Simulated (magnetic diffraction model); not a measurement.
## Moment size from magnetic intensity in Fe2NiS4

Space group Fd-3m (no. 227, origin choice 1), a = 10.5680 Å.

```csv
site,atom,x,y,z
8b,Ni,1/4,3/4,1/4
16c,Fe,1/8,1/8,1/8
32e,S,0.3826,0.8826,0.3826
```

This is a made-up structure (elements placed in a structure type, unrelaxed), so the numbers test the method and describe no known phase.

Only Ni and Fe are taken to order (form factors of Ni2+ and Fe3+); orders and moment sizes are assumed, and not adapted to the symmetry. Radiation: neutrons of λ = 4.2 Å, 3° to 90°; isotropic B of 0.42 Å² (Ni), 0.57 Å² (Fe) and 0.45 Å² (S). Simulated constant-wavelength pattern: nuclear and magnetic terms add, the magnetic one as |2.695 fm × Σ f S⊥ exp(2πi Q·r) exp(−B s²)|², summed over all Q at one angle with the factor 1/(sin²θ cos θ). For a modulated order the moment at position r is S exp(−2πi k·r) + c.c., with S = m/2 for a sine wave of amplitude m and S = m(u + iv)/2 for moments turning in a plane, u and v being orthogonal unit vectors in it; the phase factor of the sum at Q = H + k is then exp(2πi H·r). Free-ion form factors, Sears's scattering lengths of 1992, no absorption; a label names one of the reflections at its angle. The strongest nuclear line in the range is 100, and lines under 0.2 are left out.

In a first state the assumed order is k = (0 0 0.167), a sine wave with moments along [010] (amplitudes given), 1.79 μB on Ni and 3.76 μB on Fe; signs + at (1/4, 3/4, 1/4), + at (0, 0, 1/2), + at (1/8, 1/8, 1/8), − at (7/8, 7/8, 1/8), − at (3/8, 1/8, 3/8), − at (5/8, 7/8, 3/8), with this pattern:

```
2θ (°)        index  nuclear  magnetic
  3.80  (0 0 0.167)      0.0      65.8
 38.07  (1 1 0.833)      0.0       8.6
 40.26      (1 1 1)      3.2       0.0
 42.72  (0 0 1.833)      0.0       1.9
 42.73  (1 1 1.167)      0.0       7.6
 47.01  (2 0 0.167)      0.0       3.1
 51.01  (0 0 2.167)      0.0       1.3
 65.24  (2 0 1.833)      0.0       2.9
 68.39      (2 2 0)     25.2       0.0
 68.53  (2 2 0.167)      0.0       1.8
 71.75  (2 0 2.167)      0.0       2.6
 77.98  (1 1 2.833)      0.0       1.6
 81.06  (3 1 0.833)      0.0       1.8
 82.46      (3 1 1)    100.0       0.0
 84.10  (2 2 1.833)      0.0       1.3
 84.11  (3 1 1.167)      0.0       1.8
```
(The table stops after 16 lines; 2 more lie at higher angle.)

**Question.** Nearer the ordering temperature the line at 3.80° has total intensity 47.9 on the same scale, and all moments have shrunk alike. How large is the Ni moment?

The nuclear part, 0.0, stays, so the magnetic part is 47.9 against 65.8. It goes as m², so m = 1.79 × √(47.9/65.8) = 1.53 μB; the value used was 1.52 μB.

[Logs are printed without paths, hosts, clocks, repeated set-up lines and the standing remarks that a program may print on its own settings, such as how far it seeks lower states.]
